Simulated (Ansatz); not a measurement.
An input for Ansatz 0.2.0 (SnSO (1T monolayer (Janus))):

```yaml
crystal:
  lattice:
    - [3.4627542036, 0.0, 0.0]
    - [-1.7313771018, 2.9988331074, 0.0]
    - [0.0, 0.0, 40.2]
  atoms:
    - { symbol: Sn, position: [0.0, 0.0, 0.5073913535] }
    - { symbol: O, position: [0.3333333333, 0.6666666667, 0.5308288562] }
    - { symbol: S, position: [0.6666666667, 0.3333333333, 0.4691711438] }
  periodic: [true, true, false]
kpoints:
  mp_grid: { grid: [3, 3, 1] }
hamiltonian:
  xc: pbe
  pseudopotentials: { kind: paw, azcp: { folder: soft_1 } }
scf:
  occupations: { method: fixed }
gw:
  n_empty_bands: 376
  ecut_chi: 54.0
  qp_bands: [v2, c2]
  qp_kpoints: band_edges
  screening: { model: contour_deformation }
```

```sh
ansatz run input.yaml --threads 4 --pin off --max-ram 17510MiB --backend cpu --events-out ev --progress --plain --runs-dir out
```

Question: How long will it take on 4 threads of Arm Neoverse V1, shared host, and how much memory?

It took 57 s; on shared hardware allow 29 s to 1.9 min. Peak host memory was 2.7 GiB. The sizes that set the cost: 8145 plane waves a state, 3 irreducible k points, 389 bands summed, 373 plane waves in the screening and 10 SCF cycles.

The screening grows as filled bands × empty bands × pairs of k points, times the square of the screening basis for the matrix.

[Paths, hosts, dates, memory and timing lines, banners, echoed tables and standing remarks are left out of the program output.]

[Logs are printed without paths, hosts, clocks, repeated set-up lines and the standing remarks that a program may print on its own settings, such as how far it seeks lower states.]

[Runs of the session that timed out or met a known fault of the program may be left out.]

[Cells called generated may have been cut or substituted from an entry of the Crystallography Open Database or the Materials Project.]

[Hosts, paths, dates, database ids (printed as entryN), source tags and the programs' standing remarks are cut or masked in the printed files.]
